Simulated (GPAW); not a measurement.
Computed results, one entry a study.

**CaC2 (Immm): G0W0 with GPAW, start to end**

It takes space group Immm (No. 71, orthorhombic). Conventional cell: a = 3.790 Å, b = 4.887 Å, c = 5.360 Å, α = 90.00°, β = 90.00°, γ = 90.00°. Nearest to Ca lie 8 C at 2.62 to 2.75 Å. Nearest to C lie 1 C at 1.26 Å and 4 Ca at 2.62 to 2.75 Å. Farther neighbours are not listed.

```
Ca C
1.0
    -1.89488    2.44326    2.68013
     1.89488   -2.44326    2.68013
     1.89488    2.44326   -2.68013
Ca C
1 2
Direct
  0.00000 0.00000 0.00000
  0.37124 0.50000 0.87124
  0.62876 0.50000 0.12876
```

```
method               : DFT, LDA, plane waves, PAW (and 1 further level or step)
program              : GPAW 26.7.0
settings of one run  : cutoff 600 eV, GPAW PAW setups 1.2.1 data release, 4×4×4 k-mesh, nbands 90
cost                 : 4 runs, 100 s in all on 4 MPI ranks of Arm Neoverse V1, shared host (the runs of this entry)
notes                : The cell and positions are those that the Materials Project relaxed with its own functionals (PBE, PBE+U or r2SCAN), kept fixed. Bands and cutoff are finite, so the gap is not at the basis limit. The miss can reach some tenths of an eV and take either sign; the mesh is an error of its own. The 4×4×4 mesh is coarse for this cell, which bears on the long-range parts of exchange and screening.
LDA gap              : 2.27 eV, indirect
G0W0 gap on the mesh : 4.46 eV
GW settings          : 4×4×4 mesh, 80 bands, screening to 80 eV, Godby-Needs plasmon pole
known limits         : not at the basis limit; coarse k mesh
```

G0W0 moves the gap on the mesh from 2.27 eV to 4.46 eV (+2.20 eV), with Z of 0.78 and 0.82 at the edges. Only 2 of the mesh's irreducible points were corrected, so a valley elsewhere could overtake.

[Paths, hosts, dates, memory and timing lines, banners, echoed tables and standing remarks are left out of the program output.]

[Logs are printed without paths, hosts, clocks, repeated set-up lines and the standing remarks that a program may print on its own settings, such as how far it seeks lower states.]

[Runs of the session that timed out or met a known fault of the program may be left out.]

[Hosts, paths, dates, database ids (printed as entryN), source tags and the programs' standing remarks are cut or masked in the printed files.]
